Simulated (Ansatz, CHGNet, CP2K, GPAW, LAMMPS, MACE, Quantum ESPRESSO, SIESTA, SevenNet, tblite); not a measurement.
**Other levels on glassy 69SiO2-19Al2O3-6SrO-6Li2O (mol %) (106 atoms)**

Density of this cell: 3.07 g/cm³. The cell holds 106 atoms: 22 Si, 12 Al, 2 Sr, 4 Li and 66 O. Its edges and angles: a = 10.593 Å, b = 10.593 Å, c = 10.593 Å, α = 90.0°, β = 90.0°, γ = 90.0°. 106 atoms (22 Si, 12 Al, 2 Sr, 4 Li, 66 O) placed at random at 3.07 g/cm³, melted at 4000 K for 10 ps at fixed volume with the Morse and Coulomb pair potential with partial charges (Pedone, Malavasi, Menziani, Cormack and Segre, J. Phys. Chem. B 110, 11780 (2006)). Quenched from 4000 K to 300 K at 50 K/ps and fixed volume, held 5 ps.

Geometry: as built.

The reference, a calculation:

```
method                                           : Kohn-Sham DFT, PBE, PAW, plane waves (Ansatz 0.2.0); cutoff 420 eV, Γ point, fermi-dirac smearing of 0.05 eV; PAW set soft_2
r.m.s. force component                           : 1.347 eV/Å
longest force                                    : 5.677 eV/Å
pressure                                         : 6.753 GPa
gap (highest filled to lowest empty level) : 3.279 eV
SCF cycles                                       : 9
time                                             : 11 s on 8 threads of Arm Neoverse V1, shared host
CPU time                                         : 78 s
```

Q: Estimate the differences from the reference, the CPU time and the memory of each run.
- CP2K PBE, DZVP-MOLOPT-SR, 800/50 Ry, OT DIIS (CP2K 2026.2; 4 MPI ranks)
- SIESTA PBE, SZ, shift 0.02 Ry, mesh 500 Ry, orbital minimisation (SIESTA 5.4.2; 2 MPI ranks)
- QE PBE, gbrv-1.5, 40/200 Ry (Quantum ESPRESSO 7.5; 2 MPI ranks)
- SIESTA PBE, SZ, shift 0.01 Ry, mesh 500 Ry (SIESTA 5.4.2; 1 thread)
- MACE MP-0b2 small potential (MACE MP-0b2 small; 1 thread)
- tblite GFN1-xTB (tblite 0.8.0; 1 thread)
- CP2K PBE, SZV-MOLOPT-SR, 800/50 Ry, TRS4 filter 1e-05, SCF 1e-06 (CP2K 2026.2; 2 threads)
- CHGNet 0.3.0 potential (CHGNet 0.3.0; 1 thread)
- CP2K PBE, SZV-MOLOPT-SR, 800/50 Ry, TRS4 filter 1e-06, SCF 1e-06 (CP2K 2026.2; 2 threads)
- QE PBE, sssp-1.3.0-efficiency, 60/480 Ry (Quantum ESPRESSO 7.5; 4 MPI ranks)

Differences are against the plane-wave reference, forces as r.m.s. over components; share is that over the reference's r.m.s. force, slope the least-squares factor from reference forces to these. Total energies of different programs have different zeros and aren't compared.

| run | Δ force, r.m.s. (meV/Å) | share (%) | slope | Δ pressure (GPa) | Δ gap (eV) | cores | CPU time | memory (GiB) |
| --- | --- | --- | --- | --- | --- | --- | --- | --- |
| reference | - | - | - | - | - | 8 | 78 s | 1.6 |
| CP2K PBE, DZVP-MOLOPT-SR, 800/50 Ry, OT DIIS | 85.1 | 6.32 | 1.011 | 0.0236 | -0.121 | 4 | 13 min | 4.5 |
| SIESTA PBE, SZ, shift 0.02 Ry, mesh 500 Ry, orbital minimisation (coarse) | 1019 | 75.6 | 1.361 | 10.5 | - | 2 | 4.1 min | 1.2 |
| QE PBE, gbrv-1.5, 40/200 Ry | 24.6 | 1.83 | 1.007 | 0.493 | 0.0262 | 2 | 6.3 min | 1.5 |
| SIESTA PBE, SZ, shift 0.01 Ry, mesh 500 Ry (coarse) | 1144 | 84.9 | 1.383 | 19.6 | -0.901 | 1 | 2.1 min | 1.0 |
| MACE MP-0b2 small potential | 100 | 7.46 | 0.984 | -0.0013 | - | 1 | 7 s | 0.69 |
| tblite GFN1-xTB | 737 | 54.7 | 0.887 | -10.5 | - | 1 | 15 s | 0.14 |
| CP2K PBE, SZV-MOLOPT-SR, 800/50 Ry, TRS4 filter 1e-05, SCF 1e-06 (coarse) | 1069 | 79.3 | 1.374 | 23.9 | - | 2 | 1.7 min | 2.6 |
| CHGNet 0.3.0 potential | 143 | 10.6 | 0.996 | -0.320 | - | 1 | 4.5 s | 1.7 |
| CP2K PBE, SZV-MOLOPT-SR, 800/50 Ry, TRS4 filter 1e-06, SCF 1e-06 (coarse) | 1069 | 79.3 | 1.374 | 23.9 | - | 2 | 1.8 min | 2.6 |
| QE PBE, sssp-1.3.0-efficiency, 60/480 Ry | 37.6 | 2.79 | 1.018 | 0.333 | 0.0115 | 4 | 17 min | 4 |

Rows marked coarse were listed beforehand as settings not expected to be converged; some can still land near the reference.

Times of the machine-learned potentials are mostly Python's start and the loading of weights.

CPU time is summed over cores on a shared host, where runs went side by side, so it is rough. Symmetry, cutoffs, thresholds, outputs and thread counts weren't matched or tuned between programs; memory under MPI is the largest rank's times the ranks.

PBE on plane waves or a grid with other potentials, cutoffs or grids, coarse settings apart, differs from the reference by 1.8 % (QE PBE, gbrv-1.5, 40/200 Ry) to 2.8 % (QE PBE, sssp-1.3.0-efficiency, 60/480 Ry) of the r.m.s. force; this holds the reference's own error, so differences of a few per cent don't tell which side is nearer the exact PBE result (QE's 40 Ry are 544 eV, against the reference's 420 eV). The PBE run in local orbitals, coarse settings apart, differs by 6.3 % (CP2K PBE, DZVP-MOLOPT-SR, 800/50 Ry, OT DIIS); basis, grid and potentials can all enter. Tight binding differs by 55 % (tblite GFN1-xTB); it is another model, with fitted parameters of its own, and the xTB methods hold dispersion. Machine-learned potentials differ by 7.5 % (MACE MP-0b2 small potential) to 11 % (CHGNet 0.3.0 potential); they were trained on other programs' data. Periodic xTB results under one method name differ between programs and library versions. Machine-learned potentials mimic data converged in k, so the reference's own k-point error enters their differences. The network of bonds at the start is that of the classical potential that made the cell, and needn't be the one that DFT or experiment would give. The electronic-structure runs sample only Γ, in a cell whose shortest periodic width is 11 Å.

[Logs are printed without paths, hosts, clocks, repeated set-up lines and the standing remarks that a program may print on its own settings, such as how far it seeks lower states.]

[Hosts, paths, dates, database ids (printed as entryN), source tags and the programs' standing remarks are cut or masked in the printed files.]
